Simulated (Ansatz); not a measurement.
# Resistivity from frozen vibrations: Ag(111) with 4 thermally displaced layers, 2x2

Aim: the resistivity of Ag at 180 K from frozen thermal displacements between perfect leads.

Method: Ansatz plane-wave DFT, PBE, PAW files; ballistic transport by layer matching (Landauer), zero bias; PAW set soft_1, in Ansatz 0.2.0.

Report form: the programs' logs are mostly left out.

## (1) The starting structure

The cell holds 40 atoms: 40 Ag. Cell: a = 5.779 Å, b = 5.779 Å, c = 23.651 Å, α = 93.5°, β = 86.5°, γ = 120.0°. It derives from Ag. Regions: lead, 24 atoms (24 Ag); scattering region, 16 atoms (16 Ag). The structure is stacked along c, and the current runs across the ab planes.

## (2) With 4 displaced layers

Each atom of 4 layers is moved at random, by amounts drawn from a normal law 0.0707 Å wide in each direction from the Debye model (225 K) at 180 K. The layers about the cell's end stay perfect and serve as the lead. Disorder leaves little or no symmetry, which makes such runs dear. Energies from -0.05 to 0.05 eV in steps of 0.05 eV are too few for the program's thermal sum, so it prints no conductance; for a metal the transmission near the Fermi level serves, at a fraction of the cost.

Input file input.yaml:

```yaml
crystal:
  lattice:
    - [5.7787594586, 0.0, 0.0]
    - [-2.8893797293, 5.0045524935, 0.0]
    - [1.4446898646, -0.8340920822, 23.5916866996]
  atoms:
    - { symbol: Ag, position: [0.9916666667, 0.0083333333, 0.05] }
    - { symbol: Ag, position: [0.9916666667, 0.5083333333, 0.05] }
    - { symbol: Ag, position: [0.4916666667, 0.0083333333, 0.05] }
    - { symbol: Ag, position: [0.4916666667, 0.5083333333, 0.05] }
    - { symbol: Ag, position: [0.1416666667, 0.3583333333, 0.15] }
    - { symbol: Ag, position: [0.1416666667, 0.8583333333, 0.15] }
    - { symbol: Ag, position: [0.6416666667, 0.3583333333, 0.15] }
    - { symbol: Ag, position: [0.6416666667, 0.8583333333, 0.15] }
[... 28 atom lines left out ...]
    - { symbol: Ag, position: [0.8416666667, 0.1583333333, 0.95] }
    - { symbol: Ag, position: [0.8416666667, 0.6583333333, 0.95] }
    - { symbol: Ag, position: [0.3416666667, 0.1583333333, 0.95] }
    - { symbol: Ag, position: [0.3416666667, 0.6583333333, 0.95] }
kpoints:
  mp_grid: { grid: [4, 4, 1] }
hamiltonian:
  xc: pbe
  pseudopotentials: { kind: paw, azcp: { folder: soft_1 } }
scf:
  occupations: { method: fermi_dirac, width: 0.1 }
output:
  transmission: { leads: [[0, 4]], kmesh: [8, 8], e_range: [-0.05, 0.05], de: 0.05 }
  write_potential: true
  write_density: true
  volumetric_format: npy
  elf: true
```

Started as:

```bash
$ ansatz run input.yaml --threads 8 --pin off --max-ram 15360MiB --backend cpu --events-out ev --progress --plain --runs-dir out
```

Run time: 3.7 min. Hardware: 8 threads of Intel Xeon at 2.70GHz, shared host; peak memory 9.2 GiB; 25 min of CPU time.

This step gave:

| Property | Result |
| --- | --- |
| free energy | -303623.2232 eV |
| energy at zero smearing | -303623.0074 eV |
| Fermi energy | 17.23 eV |
| cell area | 28.92 Å² |
| transmission per spin nearest the Fermi level | 3.202 |
| open channels per spin nearest the Fermi level | 3.234 |
| step of the lead's potential | 3.5 meV |

Per spin. The transmission, zone mean stays at 3.20 for energy from -0.05 to 0.05 eV.

Per spin. The open channels, zone mean, lead stays at 3.23 for energy from -0.05 to 0.05 eV.

Transmission over k1 and k2. At 0.0000 eV from the Fermi level.

Ten even steps from '_' (2.89) to '@' (3.95):
```
__@@____@@______
____@@__@@______
________________
@@@@%%______%%@@
________________
________@@__@@__
________@@____@@
@@______@@______
```
Columns: k1 (b1) from -0.5 to 0.375; rows upwards: k2 (b2) from -0.5 to 0.375.

Open channels over k1 and k2. At 0.0000 eV from the Fermi level.

Ten even steps from '_' (3.00) to '@' (4.00):
```
__@@____@@______
____@@__@@______
________________
@@@@@@______@@@@
________________
________@@__@@__
________@@____@@
@@______@@______
```
Columns: k1 (b1) from -0.5 to 0.375; rows upwards: k2 (b2) from -0.5 to 0.375.

ELF in the ca plane at fractional y = 0.040, with atoms of Ag within 0.2 Å of it. It is the smooth field of the valence electrons, not physical close to the nuclei.

Values, 8 rows by 16 columns, each cell a mean:
```
0.17 0.17 0.18 0.23 0.61 0.35 0.18 0.16 0.17 0.18 0.20 0.49 0.32 0.20 0.24 0.17
0.20 0.20 0.24 0.18 0.34 0.23 0.21 0.20 0.17 0.18 0.20 0.47 0.33 0.18 0.18 0.17
0.21 0.21 0.29 0.17 0.17 0.17 0.32 0.32 0.18 0.21 0.17 0.21 0.19 0.30 0.38 0.18
0.17 0.17 0.18 0.20 0.41 0.23 0.23 0.25 0.17 0.18 0.17 0.23 0.20 0.35 0.46 0.19
0.17 0.17 0.19 0.25 0.65 0.33 0.19 0.18 0.17 0.18 0.19 0.49 0.34 0.21 0.24 0.17
0.20 0.20 0.24 0.19 0.37 0.24 0.24 0.26 0.18 0.17 0.18 0.44 0.33 0.18 0.18 0.17
0.21 0.21 0.28 0.17 0.18 0.17 0.33 0.39 0.18 0.20 0.16 0.19 0.19 0.30 0.38 0.18
0.17 0.17 0.18 0.19 0.41 0.25 0.21 0.25 0.18 0.19 0.17 0.22 0.19 0.35 0.47 0.19
```
Columns run along c (16.0 Å, from fractional 0.16 to 0.84 of the cell), rows up along a (5.8 Å). Atoms in or near the plane, at fractional coordinates: Ag at (0.35, 0.95), Ag at (0.35, 0.42).

Valence density in the ca plane at fractional y = 0.040, with atoms of Ag within 0.2 Å of it. It is the smooth field of the valence electrons, not physical close to the nuclei.

Values in e/Å³, 8 rows by 16 columns, each cell a mean:
```
 0  0  0  1 12  3  0  0  0  0  0  6  2  0  1  0
 0  0  1  0  2  1  0  0  0  0  0  6  2  0  0  0
 0  0  1  0  0  0  1  2  0  0  0  0  0  2  3  0
 0  0  0  0  4  1  1  1  0  0  0  1  0  3  5  0
 0  0  0  1 14  3  0  0  0  0  0  6  3  0  1  0
 0  0  1  0  3  1  1  1  0  0  0  5  2  0  0  0
 0  0  1  0  0  0  2  3  0  0  0  0  0  2  3  0
 0  0  0  0  4  1  0  1  0  0  0  0  0  3  6  0
```
Columns run along c (16.0 Å, from fractional 0.16 to 0.84 of the cell), rows up along a (5.8 Å). Atoms in or near the plane, at fractional coordinates: Ag at (0.35, 0.95), Ag at (0.35, 0.42).

Electrostatic potential energy in the ca plane at fractional y = 0.040, with atoms of Ag within 0.2 Å of it. With pseudopotentials it is smooth inside the atoms' cores, unlike the true potential.

Ten even steps from '0' (-11 eV) to '9' (20 eV), each cell a mean:
```
99999999983053059999999999999830015886335899
99999999984021059999999999999611202899889999
78998668997300379988899999999710103899999999
57986336899866899743589988899851016897668999
57986335899999998510269887799997678973014899
89998657999777898510269987789999999850001699
99999889996212589754589988899987689850000599
99999999982031169988899999999852126873113799
99999999982163059999999999999720103898667999
89999888984010169987899999999720202799999999
58997557998422589732479998999840004899889999
47986325899888998400048988899986458985336999
68997446899988998400048877789999999961002799
89999878998534799732368987799999999950100599
99999999985000279987799998899975468961001699
```
Columns run along c (16.0 Å, from fractional 0.16 to 0.84 of the cell; values clipped at the 3rd and 97th percentile), rows up along a (5.8 Å). Atoms in or near the plane, at fractional coordinates: Ag at (0.35, 0.95), Ag at (0.35, 0.42).

Over the solved energies the transmission per spin lies between 3.20 and 3.20, out of 3.23 channels of the lead on average (up to 3.23).

## (3) With 8 displaced layers

Each atom of 8 layers is moved at random, by amounts drawn from a normal law 0.0707 Å wide in each direction from the Debye model (225 K) at 180 K. A fresh draw is used; the growth of the resistance with length is what counts.

System of this step: Ag(111) with 8 thermally displaced layers, 2x2. The cell holds 56 atoms: 56 Ag. Its edges and angles: a = 5.779 Å, b = 5.779 Å, c = 33.070 Å, α = 87.5°, β = 92.5°, γ = 120.0°. It derives from Ag. Regions: lead, 24 atoms (24 Ag); scattering region, 32 atoms (32 Ag). The structure is stacked along c, and the current runs across the ab planes.

Input file input.yaml:

```yaml
crystal:
  lattice:
    - [5.7787594586, 0.0, 0.0]
    - [-2.8893797293, 5.0045524935, 0.0]
    - [-1.4446898646, 0.8340920822, 33.0283613795]
  atoms:
    - { symbol: Ag, position: [0.005952381, 0.994047619, 0.0357142857] }
    - { symbol: Ag, position: [0.005952381, 0.494047619, 0.0357142857] }
    - { symbol: Ag, position: [0.505952381, 0.994047619, 0.0357142857] }
    - { symbol: Ag, position: [0.505952381, 0.494047619, 0.0357142857] }
    - { symbol: Ag, position: [0.1845238095, 0.3154761905, 0.1071428571] }
    - { symbol: Ag, position: [0.1845238095, 0.8154761905, 0.1071428571] }
    - { symbol: Ag, position: [0.6845238095, 0.3154761905, 0.1071428571] }
    - { symbol: Ag, position: [0.6845238095, 0.8154761905, 0.1071428571] }
[... 44 atom lines left out ...]
    - { symbol: Ag, position: [0.3273809524, 0.1726190476, 0.9642857143] }
    - { symbol: Ag, position: [0.3273809524, 0.6726190476, 0.9642857143] }
    - { symbol: Ag, position: [0.8273809524, 0.1726190476, 0.9642857143] }
    - { symbol: Ag, position: [0.8273809524, 0.6726190476, 0.9642857143] }
kpoints:
  mp_grid: { grid: [4, 4, 1] }
hamiltonian:
  xc: pbe
  pseudopotentials: { kind: paw, azcp: { folder: soft_1 } }
scf:
  occupations: { method: fermi_dirac, width: 0.1 }
output:
  transmission: { leads: [[0, 4]], kmesh: [8, 8], e_range: [-0.05, 0.05], de: 0.05 }
  write_potential: true
  write_density: true
  volumetric_format: npy
```

Wall time 5.9 min (8 threads); peak memory 8.9 GiB; 41 min of CPU time.

Numbers from this step:

* free energy: -425072.0578 eV
* energy at zero smearing: -425071.7390 eV
* Fermi energy: 17.16 eV
* transmission per spin nearest the Fermi level: 3.232
* open channels per spin nearest the Fermi level: 3.328
* step of the lead's potential: 4.3 meV

Per spin. The transmission, zone mean by energy, zero at the Fermi level:

```tsv
energy (eV)	transmission, zone mean
-0.0500	3.23
0.0000	3.23
0.0500	3.17
```

Over the solved energies the transmission per spin lies between 3.17 and 3.23, out of 3.30 channels of the lead on average (up to 3.33).

## (4) With 12 displaced layers

Each atom of 12 layers is moved at random, by amounts drawn from a normal law 0.0707 Å wide in each direction from the Debye model (225 K) at 180 K. A fresh draw is used; the growth of the resistance with length is what counts.

System of this step: Ag(111) with 12 thermally displaced layers, 2x2. The cell holds 72 atoms: 72 Ag. Its edges and angles: a = 5.779 Å, b = 5.779 Å, c = 42.465 Å, α = 90.0°, β = 90.0°, γ = 120.0°. It derives from Ag. Regions: lead, 24 atoms (24 Ag); scattering region, 48 atoms (48 Ag). The structure is stacked along c, and the current runs across the ab planes.

Input file input.yaml:

```yaml
crystal:
  lattice:
    - [5.7787594586, 0.0, 0.0]
    - [-2.8893797293, 5.0045524935, 0.0]
    - [0.0, 0.0, 42.4650360593]
  atoms:
    - { symbol: Ag, position: [0.0, 0.0, 0.0277777778] }
    - { symbol: Ag, position: [0.0, 0.5, 0.0277777778] }
    - { symbol: Ag, position: [0.5, 0.0, 0.0277777778] }
    - { symbol: Ag, position: [0.5, 0.5, 0.0277777778] }
    - { symbol: Ag, position: [0.1666666667, 0.3333333333, 0.0833333333] }
    - { symbol: Ag, position: [0.1666666667, 0.8333333333, 0.0833333333] }
    - { symbol: Ag, position: [0.6666666667, 0.3333333333, 0.0833333333] }
    - { symbol: Ag, position: [0.6666666667, 0.8333333333, 0.0833333333] }
[... 60 atom lines left out ...]
    - { symbol: Ag, position: [0.3333333333, 0.1666666667, 0.9722222222] }
    - { symbol: Ag, position: [0.3333333333, 0.6666666667, 0.9722222222] }
    - { symbol: Ag, position: [0.8333333333, 0.1666666667, 0.9722222222] }
    - { symbol: Ag, position: [0.8333333333, 0.6666666667, 0.9722222222] }
kpoints:
  mp_grid: { grid: [4, 4, 1] }
hamiltonian:
  xc: pbe
  pseudopotentials: { kind: paw, azcp: { folder: soft_1 } }
scf:
  occupations: { method: fermi_dirac, width: 0.1 }
output:
  transmission: { leads: [[0, 4]], kmesh: [8, 8], e_range: [-0.05, 0.05], de: 0.05 }
  write_potential: true
  write_density: true
  volumetric_format: npy
```

Run time: 12 min. Hardware: 8 threads; peak memory 8.2 GiB; 79 min of CPU time.

This step gave:

```
free energy                                    : -546520.4864 eV
energy at zero smearing                        : -546520.0697 eV
Fermi energy                                   : 17.24 eV
transmission per spin nearest the Fermi level  : 3.080
open channels per spin nearest the Fermi level : 3.234
step of the lead's potential                   : 3.4 meV
```

Per spin. Table of transmission, zone mean by energy, zero at the Fermi level:

```tsv
energy (eV)	transmission, zone mean
-0.0500	3.09
0.0000	3.08
0.0500	3.06
```

Over the solved energies the transmission per spin lies between 3.06 and 3.09, out of 3.23 channels of the lead on average (up to 3.23).

## (5) Resistance against length

This step: Ansatz plane-wave DFT, PBE, PAW files; ballistic transport by layer matching (Landauer), zero bias; resistivity from the slope of the area resistance; PAW set soft_1 (Ansatz 0.2.0).

Numbers from this step:

| Property | Result |
| --- | --- |
| resistivity | 2.476 µΩ cm |
| intercept | -0.01309 fΩ m² |
| scatter about the fit | 0.002313 fΩ m² |

Resistance, by row:

```tsv
run	length (Å)	T	channels N	RA (fΩ m²)
n4	9.437	3.201	3.234	0.01192
n8	18.87	3.211	3.297	0.03038
n12	28.31	3.078	3.234	0.05865
```

The area resistance by length of the displaced region:

```tsv
length of the displaced region (Å)	area resistance (fΩ m²)
9.44	0.0119
18.87	0.0304
28.31	0.0587
```

The area resistance goes from 0.012 to 0.059 fΩ m² between 9.4 and 28.3 Å, a slope of 2.5 µΩ cm.

By hand from the end points: (0.05865 − 0.01192) fΩ m² / (28.31 − 9.44) Å = 2.5 µΩ cm, since 1 fΩ m² per Å is 1000 µΩ cm.

## (6) What came out

* resistivity from the slope: 2.48 µΩ cm
* area resistance over 9.44 Å: 0.0119 fΩ m²
* area resistance over 18.9 Å: 0.0304 fΩ m²
* area resistance over 28.3 Å: 0.0587 fΩ m²

**Reading.** The slope gives 2.5 µΩ cm. The points scatter by 0.0023 fΩ m² about the line, with one random draw a length in a 2x2 cell, so the slope is a rough value. The mean square of the displacements drawn is 0.78, 0.91 and 1.0 of the nominal one at the three lengths; with each resistance scaled back by that, the slope is 2.2 µΩ cm, the value used below. The lead's own channel count moves between the runs (3.23, 3.30 and 3.23), which shifts RA and the slope too. Read with a model of isotropic scattering on a spherical Fermi surface and the lead's 0.87×10¹⁵ S/m², this slope means a mean free path near 480 Å; over these lengths the model's slope is 1.23 times its bulk resistivity, which would be 1.8 µΩ cm. Uncorrelated displacements put too much weight on short waves, which scatter strongly; with the sideways repeat of a small cell, one draw and three short lengths, the method is good to a factor of two or three.

[Logs are printed without paths, hosts, clocks, repeated set-up lines and the standing remarks that a program may print on its own settings, such as how far it seeks lower states.]

[Hosts, paths, dates, database ids (printed as entryN), source tags and the programs' standing remarks are cut or masked in the printed files.]
